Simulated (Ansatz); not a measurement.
# Band gap of Cs2AgAsF6 (Fm-3m) from density functionals to GW, part 2 of 2

What gap does each level of theory give for Cs2AgAsF6 (Fm-3m), and in what time?

Ansatz 0.2.0; density functionals, hybrids and G0W0, plane waves, PAW. Known limits of the many-body steps: finite bands, screening cutoff and k mesh; no spin-orbit coupling in G0W0; d shells not analysed.

So far. Step 11 (G0W0@HSE06, 4×4×4 mesh, 1065 empty bands, screening to …): Over all 8 irreducible mesh points the G0W0 gap is 5.131 eV, from k = (0.000, -0.500, -0.500) to k = (0.000, 0.000, -0.500). The HSE06 gap of this run on the mesh is 3.941 eV. The two states that bound the G0W0 gap lie that far apart at the start, so the correction of the gap is 5.131 − 3.941 = +1.190 eV.

In doubt: one-shot GW on d or f shells is unsure (steps 10, 11, 12), so the values of those runs are not to be relied on; masses and optical values from hybrid runs of this build are listed as unsure (step 11), which bears on the screening that GW takes from such a start.

### Step 13. Gap and time by level

Each gap is the least one over the points named; times are wall times on shared hosts, not benchmarks. A G0W0 time includes the run's own self-consistent start. Runs with listed points see these and the mesh alone, so an edge that moves elsewhere is missed. Rows marked * are further runs, not shown as steps, whose inputs differ from the G0W0 step on the same start in the columns given; solver thresholds can differ too. Symmetry makes (0.500, 0.000, 0.500) and (0.000, -0.500, -0.500) one point. Symmetry makes (0.500, 0.500, 0.500) and (0.000, 0.000, -0.500) one point.

| level | mesh | files, cutoff | bands summed, screening | points | gap (eV) | valence top | conduction bottom | least direct gap (eV) | time |
| --- | --- | --- | --- | --- | --- | --- | --- | --- | --- |
| LDA | 4×4×4 | soft_1 PAW, 420 eV | - | mesh and listed points | 2.242 | (0.500, 0.000, 0.500) | (0.500, 0.500, 0.500) | 2.997 | 5.5 s |
| PBEsol | 4×4×4 | soft_1 PAW, 420 eV | - | mesh and listed points | 2.310 | (0.500, 0.000, 0.500) | (0.500, 0.500, 0.500) | 3.064 | 7.7 s |
| PBE | 4×4×4 | soft_1 PAW, 420 eV | - | mesh and path | 2.431 | (0.500, 0.000, 0.500) | (0.500, 0.500, 0.500) | 3.176 | 12 s |
| PBE+SOC | 4×4×4 | soft_1 PAW, 420 eV | - | mesh and listed points | 2.411 | (0.500, 0.000, 0.500) | (0.500, 0.500, 0.500) | 3.154 | 12 s |
| r2SCAN | 4×4×4 | soft_1 PAW, 500 eV | - | mesh and listed points | 2.847 | (0.500, 0.000, 0.500) | (0.500, 0.500, 0.500) | 3.599 | 10 s |
| HSE06 | 4×4×4 | soft_1 PAW, 420 eV | - | mesh and listed points | 3.941 | (0.500, 0.000, 0.500) | (0.500, 0.500, 0.500) | 4.715 | 58 s |
| PBE0 | 4×4×4 | soft_1 PAW, 420 eV | - | mesh and listed points | 4.681 | (0.500, 0.000, 0.500) | (0.500, 0.500, 0.500) | 5.465 | 50 s |
| DDH-PBE0 | 4×4×4 | soft_1 PAW, 420 eV | - | mesh and listed points | 5.396 | (0.500, 0.000, 0.500) | (0.500, 0.500, 0.500) | 6.185 | 69 s |
| G0W0@PBE* | 4×4×4 | soft_1 PAW, 420 eV | 222, 54 eV | all 8 irreducible mesh points | 4.253 | (0.000, -0.500, -0.500) | (0.000, 0.000, -0.500) | 5.171 | 15 s |
| G0W0@PBE* | 4×4×4 | soft_1 PAW, 420 eV | 542, 108 eV | all 8 irreducible mesh points | 4.162 | (0.000, -0.500, -0.500) | (0.000, 0.000, -0.500) | 5.059 | 31 s |
| G0W0@PBE | 4×4×4 | soft_1 PAW, 420 eV | 1112, 180 eV | all 8 irreducible mesh points | 4.259 | (0.000, -0.500, -0.500) | (0.000, 0.000, -0.500) | 5.168 | 79 s |
| G0W0@PBE* | 2×2×2 | soft_1 PAW, 420 eV | 542, 108 eV | all 3 irreducible mesh points | 4.210 | (0.000, -0.500, -0.500) | (0.000, 0.000, -0.500) | 5.101 | 14 s |
| G0W0@HSE06 | 4×4×4 | soft_1 PAW, 420 eV | 1112, 180 eV | all 8 irreducible mesh points | 5.131 | (0.000, -0.500, -0.500) | (0.000, 0.000, -0.500) | 6.060 | 3.1 min |
| G0W0@LDA | 4×4×4 | soft_1 PAW, 420 eV | 1112, 180 eV | all 8 irreducible mesh points | 4.263 | (0.000, -0.500, -0.500) | (0.000, 0.000, -0.500) | 5.151 | 86 s |

### Step 14. Outcome

* LDA, over mesh and listed points: 2.242 eV
* PBEsol, over mesh and listed points: 2.310 eV
* PBE, over mesh and path: 2.431 eV
* PBE+SOC, over mesh and listed points: 2.411 eV
* r2SCAN, over mesh and listed points: 2.847 eV
* HSE06, over mesh and listed points: 3.941 eV
* PBE0, over mesh and listed points: 4.681 eV
* DDH-PBE0, over mesh and listed points: 5.396 eV
* G0W0@PBE (1112 bands, 4×4×4), over all 8 irreducible mesh points: 4.259 eV
* G0W0@HSE06, over all 8 irreducible mesh points: 5.131 eV
* G0W0@LDA, over all 8 irreducible mesh points: 4.263 eV
* known limits: finite bands, screening cutoff and k mesh; no spin-orbit coupling in G0W0; d shells not analysed

The rows run from 2.242 eV (LDA) to 5.396 eV (DDH-PBE0). They differ in mesh, plane-wave cutoff, bands and screening cutoff of G0W0 and the points over which the gap was sought as well as in level, so only pairs that share these are like for like. PBEsol against LDA: 2.310 − 2.242 = +0.068 eV, with the same mesh, files and cutoff, and both edges at the same k points. PBE against PBEsol: 2.431 − 2.310 = +0.121 eV, with the same mesh, files and cutoff, and both edges at the same k points. PBE+SOC against PBE: 2.411 − 2.431 = −0.020 eV, with the same mesh, set of files (read in its fully relativistic form for the spin-orbit run) and cutoff, and both edges at the same k points. The spin-orbit run sees mesh and listed points alone, so its gap is an upper bound: the coupling can move an edge off these points, and the change over the zone, its sign included where it is small, is not known. HSE06 against PBE: 3.941 − 2.431 = +1.510 eV, with the same mesh, files and cutoff, and both edges at the same k points. PBE0 against HSE06: 4.681 − 3.941 = +0.740 eV, with the same mesh, files and cutoff, and both edges at the same k points. DDH-PBE0 against PBE0: 5.396 − 4.681 = +0.715 eV, with the same mesh, files and cutoff, and both edges at the same k points. G0W0@HSE06 against G0W0@PBE with 1112 bands: 5.131 − 4.259 = +0.872 eV, with the same mesh, files and cutoffs, and both edges at the same k points. G0W0@LDA against G0W0@HSE06 with 1112 bands: 4.263 − 5.131 = −0.868 eV, with the same mesh, files and cutoffs, and both edges at the same k points. The dielectric-dependent hybrid took 0.327 of exact exchange, against 0.25 in PBE0. G0W0@PBE (1112 bands, 4×4×4) moves the gap of its own start on the mesh by 4.259 − 2.431 = +1.828 eV, between the same two levels. Both edges that PBE shows over mesh and path lie at k points where levels were corrected. Levels at other points were not corrected, so a lower G0W0 gap elsewhere in the zone is not ruled out. G0W0@HSE06 moves the gap of its own start on the mesh by 5.131 − 3.941 = +1.190 eV, between the same two levels. Both edges that HSE06 shows over mesh and listed points lie at k points where levels were corrected. Levels at other points were not corrected, so a lower G0W0 gap elsewhere in the zone is not ruled out. G0W0@LDA moves the gap of its own start on the mesh by 4.263 − 2.242 = +2.021 eV, between the same two levels. Both edges that LDA shows over mesh and listed points lie at k points where levels were corrected. Levels at other points were not corrected, so a lower G0W0 gap elsewhere in the zone is not ruled out. What spin-orbit coupling does to the G0W0 levels was not computed, so no sum with the G0W0 gap is formed. For G0W0@PBE: from 222 bands and 54 eV to 1112 bands and 180 eV the gap moves by 4.259 − 4.253 = +0.006 eV (rung by rung 4.253, 4.162, 4.259 eV); bands and screening cutoff rise together, so their parts are not told apart. The gap turns back along the series (4.253, 4.162, 4.259 eV), so no line is drawn and the limit is not known. The other G0W0 rows are shown at one basis each (1112 bands), so their distance from the limit is not known here. With the 2×2×2 mesh in place of the 4×4×4 mesh and all else as in the G0W0@PBE row with 542 bands, the gap differs by 4.210 − 4.162 = +0.048 eV, and that of the start by 2.424 − 2.431 = −0.007 eV. For G0W0@PBE (1112 bands, 4×4×4): the program's warnings for this run: metallic iterate. For G0W0@HSE06: the program's warnings for this run: metallic iterate. For G0W0@LDA: the program's warnings for this run: metallic iterate. For the further run with 222 bands on the 4×4×4 mesh, the program warns: metallic iterate. For the further run with 542 bands on the 4×4×4 mesh, the program warns: metallic iterate. For the further run with 542 bands on the 2×2×2 mesh, the program warns: metallic iterate. The G0W0 runs are scalar-relativistic. One-shot GW is known to converge slowly in bands for compounds with shallow d shells. The cell holds Ag; the filling of the d shell and its place against the gap were not analysed here. G0W0@PBE runs of this series with other atomic data on the same mesh, not shown as steps, give 4.381 eV (hard PAW, 1050 eV, 1626 bands, screening to 234 eV); where bands and cutoffs differ too, the part of the files is not isolated.

[Runs of the session that timed out or met a known fault of the program may be left out.]

[Cells called generated may have been cut or substituted from an entry of the Crystallography Open Database or the Materials Project.]

[Hosts, paths, dates, database ids (printed as entryN), source tags and the programs' standing remarks are cut or masked in the printed files.]

[Where an RPA ε∞ is given, it is that of the G0W0 mesh and is not shown converged in it. Names of k-points follow the symmetry that the program found, which can be lower than the space group named. Band edges on a path are those of the sampled points; other points can move an edge, and change direct to indirect where valleys lie close.]

[Hybrid gaps are those of their k-mesh and are not shown converged in it.]
